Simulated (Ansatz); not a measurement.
# Preparing NaLaF4 (P1) as a host crystal, part 2 of 4

Aim: the runs on the perfect crystal NaLaF4 (P1) that a defect calculation needs first.

Ansatz 0.2.0; plane-wave PAW DFT, PBEsol; relaxation of the host's cell and atoms (the session's first sound run).

So far: The starting structure; Host cell relaxation.

**3. Dielectric tensors of the host**

The response to a uniform electric field gives the electronic dielectric tensor.

This step: plane-wave PAW DFPT, PBEsol; dielectric tensors, Born charges and zone-centre modes of the host (Ansatz 0.2.0).

eps/input.yaml

```yaml
crystal:
  lattice:
    - [6.1563558578, 0.0035245614, -0.0009741865]
    - [3.0595562102, 6.5231958895, 0.0343020618]
    - [3.0715334378, 2.0984465551, 6.1883534162]
  atoms:
    - { symbol: Na, position: [0.6664753466, 0.4849078479, 0.1638403378] }
    - { symbol: Na, position: [0.6630740386, 0.008598753, 0.6782940303] }
    - { symbol: Na, position: [0.3295473852, 0.4388551313, 0.8979043268] }
    - { symbol: La, position: [0.0037216757, 0.0063635139, 0.9895426037] }
    - { symbol: La, position: [0.9968590184, 0.5065118185, 0.4974994158] }
    - { symbol: La, position: [0.3361742642, 0.9307218462, 0.3989459147] }
    - { symbol: F, position: [0.5897904343, 0.7184965016, 0.6515625037] }
    - { symbol: F, position: [0.5950384273, 0.1767006424, 0.1877317931] }
    - { symbol: F, position: [0.3700102287, 0.0157621555, 0.0215674212] }
    - { symbol: F, position: [0.3667043817, 0.5512579833, 0.4911113121] }
    - { symbol: F, position: [0.0364956354, 0.2876621596, 0.3073611996] }
    - { symbol: F, position: [0.0451131446, 0.8281307653, 0.7601830957] }
    - { symbol: F, position: [0.2587600188, 0.6319354837, 0.122012744] }
    - { symbol: F, position: [0.2804817456, 0.1378263893, 0.6168952746] }
    - { symbol: F, position: [0.7527767217, 0.2505206226, 0.738239731] }
    - { symbol: F, position: [0.7554396249, 0.7401818402, 0.2230177059] }
    - { symbol: F, position: [0.9818739908, 0.3889180203, 0.8770951334] }
    - { symbol: F, position: [0.9716629175, 0.8966475251, 0.3771924567] }
basis:
  ecutwfc: 420
hamiltonian:
  xc: pbesol
kpoints:
  mp_grid: { grid: [5, 4, 4] }
scf:
  occupations: { method: fixed }
  max_iter: 100
phonons:
  method: dfpt
  dielectric: true
  rigid_motions: translations
```

The run is started by

```sh
ansatz run input.yaml --threads 4 --pin off --max-ram 7536MiB --backend cpu --events-out ev --progress --plain --runs-dir out
```

Numbers of over 12 decimals in the logs are rounded to 6 here.

Output:

```text
[...]
Crystal: 18 atoms, lattice volume = 248.023 Å³
Basis set: ecut = 420 eV, 4831 PW (Γ), exchange–correlation on 90×100×100 points (8 copies of the dense FFT grid, shifted against one another)
Bands: 90, of which v1, the nominal top of the filled ones, is band 72 counted from 1 (71 counted from 0)
Symmetry: 1 space group operations
k-points: 42 of 80 (time reversal used)
[...]
SCF iter   1: F=—  HF=-32549.756734 eV  |F-HF|=—  |Δ(HF+E_count)|=         —  Δρ=1.41e-2  dr2=3.16e-1  ethr=1.77e-3  ⟨swp⟩=3.0  Hψ=11822  notcnv=0  defer=63
[...]
SCF iter  12: F=-32549.671848 eV  HF=-32549.671848 eV  |F-HF|=2.91e-11  |Δ(HF+E_count)|=  1.42e-10  Δρ=7.52e-8  dr2=1.57e-11  ethr=1.00e-12  ⟨swp⟩=12.0  Hψ=21751  notcnv=0
SCF 1 converged in 12 iterations: F = -32549.671848 eV  dr2 = 1.57e-11
[...]
NSCF: frozen V_eff on 4 k-points
DFPT response loops at Γ: preconditioner auto → none (the input reference at scf.mixing.eps_inf says where Resta's filter doesn't serve); β = 0.50; Broyden in place of MSR1
SCF converged after 12 iterations
Free energy (F): -32549.671848 eV
[...]
Internal energy: -32549.671848 eV  (E = F + TS)
E sigma→0 (E₀):  -32549.671848 eV
Fermi energy:    3.812545 eV
[...]
--- Band table (eV; the first three rows and the last of 42) ---
[...]
[... further k-points left out ...]
--- Phonons (Γ-DFPT): 54 representative perturbations + reference, on 42 of 80 k-points (Σ response iterations 264) ---
  k mesh reduced under 1 symmetry operation, with k and −k counted as one. Each operation leaves every solved perturbation unchanged. A smaller set is not used because the run's symmetry group and k mesh have no further operation
  ASR residual: 8.407e-5 → 0.000e0 eV/Å²; symmetrization residual: 2.804e-6 eV/Å²
  ASR residual per site (eV/Å²): 8.41e-5 3.13e-5 4.97e-5 4.33e-5 4.95e-5 4.88e-5 2.00e-5 1.19e-5 2.15e-5 3.54e-5 5.24e-5 1.88e-5 1.82e-5 3.18e-5 2.39e-5 3.62e-5 2.09e-5 4.99e-5
  Γ frequencies (cm⁻¹): 0.00 0.00 0.00 73.80 77.70 80.26 102.22 107.99 116.91 121.48 131.66 135.74 146.88 149.19 154.83 158.58 164.16 170.82 176.65 179.60 186.50 191.46 201.14 202.36 210.80 220.21 220.94 226.13 228.14 236.05 238.13 239.45 241.02 244.25 247.77 [...]
  ε∞ (high-frequency dielectric tensor):
        2.472299    -0.001637    -0.000675
       -0.001637     2.501476    -0.048097
       -0.000675    -0.048097     2.530874
  ε⁰ (static dielectric tensor: ions relaxed, cell fixed):
        9.071314     0.017894    -0.158167
        0.017894    10.985957    -3.185254
       -0.158167    -3.185254    13.512138
  ε⁰ − ε∞ (ionic part):
        6.599015     0.019531    -0.157491
        0.019531     8.484481    -3.137157
       -0.157491    -3.137157    10.981264
  softest optical mode at Γ: 73.80 cm⁻¹; the repairs (sum rule, projections) moved no ω² at Γ by more than (1.89 cm⁻¹)²
  Born effective charges Z* (e; rows j = field, columns β = displacement):
    site 0:
         1.17385   -0.00988    0.01957
        -0.02553    1.21203    0.10618
         0.00217    0.08732    1.05578
    site 1:
         1.24785    0.01130   -0.02150
         0.02400    1.05995    0.10618
        -0.00989    0.12487    1.07642
    site 2:
         1.10340   -0.00186   -0.00272
         0.00091    1.15614   -0.04835
         0.00236   -0.04842    1.18514
    site 3:
         3.63778   -0.10432    0.06842
        -0.07578    3.65778   -0.26450
         0.18729   -0.30412    4.35383
    site 4:
         3.62085    0.02598   -0.12001
         0.14821    4.13044   -0.47180
        -0.12768   -0.43069    3.90934
    site 5:
         4.00316    0.07604    0.05351
        -0.09206    3.87010    0.07695
        -0.07076    0.07488    3.81238
    site 6:
        -1.40889    0.53157   -0.07303
         0.54150   -1.28950   -0.03373
        -0.07770   -0.03828   -1.06785
    site 7:
        -1.41852    0.08678    0.54336
         0.07684   -1.16495   -0.05884
         0.56366   -0.06247   -1.19372
    site 8:
        -1.63155   -0.09160   -0.33190
        -0.08229   -0.72351   -0.06247
        -0.33251   -0.05071   -1.41781
    site 9:
        -1.60922   -0.36925    0.06913
        -0.36510   -1.33226    0.15890
         0.06427    0.13862   -0.80612
    site 10:
        -0.95039    0.00949   -0.22687
[...]
site 11:
[...]
site 12:
[...]
site 13:
[...]
site 14:
[...]
site 15:
[...]
site 16:
[...]
site 17:
[...]
Z* charge neutrality: 1.495e-5 e pre-enforcement
  k-mesh period / interband length: 28.9 Å / 0.93 Å = 31.18 at k = (0.0000, 0.0000, 0.0000), direct gap 6.592 eV — 14 or more, which is no proof of convergence
  optical modes at Γ without the LO–TO term, one row a degenerate level:
      ω (cm⁻¹)  modes    IR ((D/Å)²/amu)
[...]
optical modes at Γ + LO–TO along q̂ = [1.0000, 0.0000, 0.0000]:
      ω (cm⁻¹)  modes    IR ((D/Å)²/amu)
[...]
optical modes at Γ + LO–TO along q̂ = [0.0000, 1.0000, 0.0000]:
      ω (cm⁻¹)  modes    IR ((D/Å)²/amu)
[...]
optical modes at Γ + LO–TO along q̂ = [0.0000, 0.0000, 1.0000]:
      ω (cm⁻¹)  modes    IR ((D/Å)²/amu)
[...]
292.06      1             0.8209
        295.48      1             0.2487
        296.33      1             0.8643
        303.09      1             0.5859
        309.34      1             0.3617
        317.04      1             0.4604
        323.09      1             0.0336
        324.37      1             0.8443
        354.39      1             0.0461
        398.39      1             0.0007
        414.88      1             3.1578
        424.69      1            34.0274
```

Wall time 24 min (4 threads of Intel Xeon 6975P-C (Granite Rapids), shared host); peak memory 4.1 GiB.

The column dr2 measures how far the density is from self-consistency, as an energy; F and HF (Harris–Foulkes) agree once it is small.

Electronic dielectric tensor:

```
 2.47  0.00  0.00
 0.00  2.50 -0.05
 0.00 -0.05  2.53
```

Static dielectric tensor:

```
 9.07  0.02 -0.16
 0.02 10.99 -3.19
-0.16 -3.19 13.51
```

The principal values of the electronic dielectric tensor are 2.47, 2.47 and 2.57. The principal values of the static dielectric tensor are 8.80, 9.09 and 15.68.

**4. Primitive cell on a dense mesh**

A dense mesh gives the host's converged energy, against which the supercell's sampling is tested.

This step: plane-wave PAW DFT, PBEsol; single point of the host's primitive cell on a dense mesh (Ansatz 0.2.0).

dense/input.yaml, as its differences from eps/input.yaml of step 3:

```diff
@@ -26,2 +26,3 @@
   ecutwfc: 420
+  xc_grid: 2
 hamiltonian:
@@ -29,9 +30,5 @@
 kpoints:
-  mp_grid: { grid: [5, 4, 4] }
+  mp_grid: { grid: [5, 5, 5] }
 scf:
-  occupations: { method: fixed }
-  max_iter: 100
-phonons:
-  method: dfpt
-  dielectric: true
-  rigid_motions: translations
+  occupations: { method: fermi_dirac, width: 0.01 }
+  max_iter: 80
```

Output:

```text
[...]
Crystal: 18 atoms, lattice volume = 248.023 Å³
Basis set: ecut = 420 eV, 4831 PW (Γ), exchange–correlation on 90×100×100 points (8 copies of the dense FFT grid, shifted against one another)
Bands: 90, of which v1, the nominal top of the filled ones, is band 72 counted from 1 (71 counted from 0)
Symmetry: 1 space group operations
[...]
k-points: 63 of 125 (time reversal used)
[...]
SCF iter   1: F=—  HF=-32549.756723 eV  |F-HF|=—  |Δ(HF+E_count)|=         —  Δρ=1.41e-2  dr2=3.15e-1  ethr=1.77e-3  ⟨swp⟩=5.4  Hψ=18721  notcnv=0
[...]
SCF iter   8: F=-32549.671877 eV  HF=-32549.671877 eV  |F-HF|=2.11e-8  |Δ(HF+E_count)|=   2.34e-7  Δρ=5.30e-6  dr2=5.54e-8  ethr=1.72e-10  ⟨swp⟩=3.0  Hψ=11781  notcnv=0
SCF 1 converged in 8 iterations: F = -32549.671877 eV  dr2 = 5.54e-8
[...]
SCF converged after 8 iterations
Free energy (F): -32549.671877 eV
[...]
Internal energy: -32549.671877 eV  (E = F + TS)
E sigma→0 (E₀):  -32549.671877 eV
Fermi energy:    7.092495 eV
[...]
```

The job ended after 16 s (4 threads; peak memory 1.4 GiB; 62 s of CPU time).

**5. Self-consistent run**

This step: plane-wave PAW DFT, PBEsol; single point of the defect-free supercell, a test of its k-points (Ansatz 0.2.0).

System of this step: NaLaF4 (P1). The cell holds 72 atoms: 12 Na, 12 La and 48 F. Its edges and angles: a = 10.630 Å, b = 9.770 Å, c = 9.759 Å, α = 101.8°, β = 90.2°, γ = 90.0°.

pristine.sampling/input.yaml

```yaml
crystal:
  lattice:
    - [-0.0252662097, 8.6181178832, 6.2236296645]
    - [6.1683330854, -4.421224773, 6.1530771679]
    - [6.1443786301, 4.4282738958, -6.1550255408]
  atoms:
    - { symbol: Na, position: [0.3243740929, 0.4151578422, 0.5756915972] }
    - { symbol: Na, position: [0.3243740929, 0.9151578422, 0.0756915972] }
    - { symbol: Na, position: [0.8243740929, 0.4151578422, 0.0756915972] }
    - { symbol: Na, position: [0.8243740929, 0.9151578422, 0.5756915972] }
    - { symbol: Na, position: [0.3434463916, 0.1706840344, 0.8358363958] }
    - { symbol: Na, position: [0.3434463916, 0.6706840344, 0.3358363958] }
    - { symbol: Na, position: [0.8434463916, 0.1706840344, 0.3358363958] }
    - { symbol: Na, position: [0.8434463916, 0.6706840344, 0.8358363958] }
    - { symbol: Na, position: [0.1683797291, 0.113725856, 0.3842012583] }
    - { symbol: Na, position: [0.1683797291, 0.613725856, 0.8842012583] }
    - { symbol: Na, position: [0.6683797291, 0.113725856, 0.8842012583] }
    - { symbol: Na, position: [0.6683797291, 0.613725856, 0.3842012583] }
    - { symbol: La, position: [0.4979530588, 0.4966321397, 0.0050425948] }
    - { symbol: La, position: [0.4979530588, 0.9966321397, 0.5050425948] }
    - { symbol: La, position: [0.9979530588, 0.4966321397, 0.5050425948] }
    - { symbol: La, position: [0.9979530588, 0.9966321397, 0.0050425948] }
    - { symbol: La, position: [0.0020056172, 0.2471792171, 0.7516854185] }
    - { symbol: La, position: [0.0020056172, 0.7471792171, 0.2516854185] }
    - { symbol: La, position: [0.5020056172, 0.2471792171, 0.2516854185] }
    - { symbol: La, position: [0.5020056172, 0.7471792171, 0.7516854185] }
    - { symbol: La, position: [0.1648338804, 0.3675600895, 0.1334480552] }
    - { symbol: La, position: [0.1648338804, 0.8675600895, 0.6334480552] }
    - { symbol: La, position: [0.6648338804, 0.3675600895, 0.6334480552] }
    - { symbol: La, position: [0.6648338804, 0.8675600895, 0.1334480552] }
    - { symbol: F, position: [0.1850295026, 0.120676469, 0.6541434679] }
    - { symbol: F, position: [0.1850295026, 0.620676469, 0.1541434679] }
    - { symbol: F, position: [0.6850295026, 0.120676469, 0.1541434679] }
    - { symbol: F, position: [0.6850295026, 0.620676469, 0.6541434679] }
    - { symbol: F, position: [0.1822162178, 0.3913851102, 0.3858695349] }
    - { symbol: F, position: [0.1822162178, 0.8913851102, 0.8858695349] }
    - { symbol: F, position: [0.6822162178, 0.3913851102, 0.8858695349] }
    - { symbol: F, position: [0.6822162178, 0.8913851102, 0.3858695349] }
    - { symbol: F, position: [0.0186647884, 0.1957888249, 0.1928861921] }
    - { symbol: F, position: [0.0186647884, 0.6957888249, 0.6928861921] }
    - { symbol: F, position: [0.5186647884, 0.1957888249, 0.6928861921] }
    - { symbol: F, position: [0.5186647884, 0.6957888249, 0.1928861921] }
    - { symbol: F, position: [0.0211846477, 0.4289078469, 0.9589811825] }
    - { symbol: F, position: [0.0211846477, 0.9289078469, 0.4589811825] }
    - { symbol: F, position: [0.5211846477, 0.4289078469, 0.4589811825] }
    - { symbol: F, position: [0.5211846477, 0.9289078469, 0.9589811825] }
    - { symbol: F, position: [0.2975116796, 0.1719284175, 0.1620788975] }
    - { symbol: F, position: [0.2975116796, 0.6719284175, 0.6620788975] }
    - { symbol: F, position: [0.7975116796, 0.1719284175, 0.6620788975] }
    - { symbol: F, position: [0.7975116796, 0.6719284175, 0.1620788975] }
    - { symbol: F, position: [0.2941569305, 0.4026481201, 0.9366219549] }
    - { symbol: F, position: [0.2941569305, 0.9026481201, 0.4366219549] }
    - { symbol: F, position: [0.7941569305, 0.4026481201, 0.4366219549] }
    - { symbol: F, position: [0.7941569305, 0.9026481201, 0.9366219549] }
    - { symbol: F, position: [0.3769741138, 0.1903863814, 0.4453477513] }
    - { symbol: F, position: [0.3769741138, 0.6903863814, 0.9453477513] }
    - { symbol: F, position: [0.8769741138, 0.1903863814, 0.9453477513] }
    - { symbol: F, position: [0.8769741138, 0.6903863814, 0.4453477513] }
    - { symbol: F, position: [0.377360832, 0.4486885101, 0.2091540674] }
    - { symbol: F, position: [0.377360832, 0.9486885101, 0.7091540674] }
    - { symbol: F, position: [0.877360832, 0.4486885101, 0.7091540674] }
    - { symbol: F, position: [0.877360832, 0.9486885101, 0.2091540674] }
    - { symbol: F, position: [0.4943801768, 0.2455082264, 1.0016486721] }
    - { symbol: F, position: [0.4943801768, 0.7455082264, 0.5016486721] }
    - { symbol: F, position: [0.9943801768, 0.2455082264, 0.5016486721] }
    - { symbol: F, position: [0.9943801768, 0.7455082264, 1.0016486721] }
    - { symbol: F, position: [0.4815997731, 0.4892286654, 0.7478107326] }
    - { symbol: F, position: [0.4815997731, 0.9892286654, 0.2478107326] }
    - { symbol: F, position: [0.9815997731, 0.4892286654, 0.2478107326] }
    - { symbol: F, position: [0.9815997731, 0.9892286654, 0.7478107326] }
    - { symbol: F, position: [0.1330065768, 0.4294845621, 0.6853960056] }
    - { symbol: F, position: [0.1330065768, 0.9294845621, 0.1853960056] }
    - { symbol: F, position: [0.6330065768, 0.4294845621, 0.1853960056] }
    - { symbol: F, position: [0.6330065768, 0.9294845621, 0.6853960056] }
    - { symbol: F, position: [0.1369199909, 0.1744276871, 0.9341552213] }
    - { symbol: F, position: [0.1369199909, 0.6744276871, 0.4341552213] }
    - { symbol: F, position: [0.6369199909, 0.1744276871, 0.4341552213] }
    - { symbol: F, position: [0.6369199909, 0.6744276871, 0.9341552213] }
basis:
  ecutwfc: 420
  xc_grid: 2
hamiltonian:
  xc: pbesol
kpoints:
  mp_grid: { grid: [1, 1, 1], shift: [0.25, 0.25, 0.25] }
scf:
  occupations: { method: fermi_dirac, width: 0.01 }
  max_iter: 80
```

Output:

```text
[...]
Crystal: 72 atoms, lattice volume = 992.090 Å³
Basis set: ecut = 420 eV, 19377 PW (Γ), exchange–correlation on 144×144×144 points (8 copies of the dense FFT grid, shifted against one another)
Bands: 360, of which v1, the nominal top of the filled ones, is band 288 counted from 1 (287 counted from 0)
Symmetry: 4 space group operations
[...]
k-points: 1
[...]
SCF iter   1: F=—  HF=-130199.026460 eV  |F-HF|=—  |Δ(HF+E_count)|=         —  Δρ=1.43e-2  dr2=1.29e0  ethr=1.77e-3  ⟨swp⟩=4.0  Hψ=1304  notcnv=0
[...]
SCF iter   3: F=—  HF=-130198.684528 eV  |F-HF|=—  |Δ(HF+E_count)|=   3.98e-3  Δρ=9.98e-4  dr2=8.45e-3  ethr=6.98e-6  ⟨swp⟩=4.0  Hψ=735  notcnv=0
automatic band count: iteration 3 solves 351 bands in place of 360: the levels show a gap, and the empty bands left out lie too high to hold charge; the band table lists the bands solved (type scf.n_extra_bands for more)
SCF iter   4: F=—  HF=-130198.687165 eV  |F-HF|=—  |Δ(HF+E_count)|=   2.64e-3  Δρ=2.64e-4  dr2=5.35e-4  ethr=1.47e-6  ⟨swp⟩=5.0  Hψ=750  notcnv=0
[...]
SCF iter   8: F=-130198.688694 eV  HF=-130198.688694 eV  |F-HF|=1.76e-8  |Δ(HF+E_count)|=   1.06e-6  Δρ=4.01e-6  dr2=1.30e-7  ethr=1.72e-10  ⟨swp⟩=3.0  Hψ=727  notcnv=0
SCF 1 converged in 8 iterations: F = -130198.688694 eV  dr2 = 1.30e-7
[...]
SCF converged after 8 iterations
Free energy (F): -130198.688694 eV
[...]
Internal energy: -130198.688694 eV  (E = F + TS)
E sigma→0 (E₀):  -130198.688694 eV
Fermi energy:    7.088103 eV
[...]
```

Wall time 8.6 s (4 threads); peak memory 2 GiB.

Numbers from this step:

* energy over dense mesh: -1.65e-5 eV/atom

(Continued in part 3 of 4.)

[Logs are printed without paths, hosts, clocks, repeated set-up lines and the standing remarks that a program may print on its own settings, such as how far it seeks lower states.]

[Hosts, paths, dates, database ids (printed as entryN), source tags and the programs' standing remarks are cut or masked in the printed files.]

[Runs of the host that timed out are not shown.]

[For some hosts the program warned that the k-mesh of the response run may be too coarse for force constants and the static dielectric constant; such warnings are not always shown.]
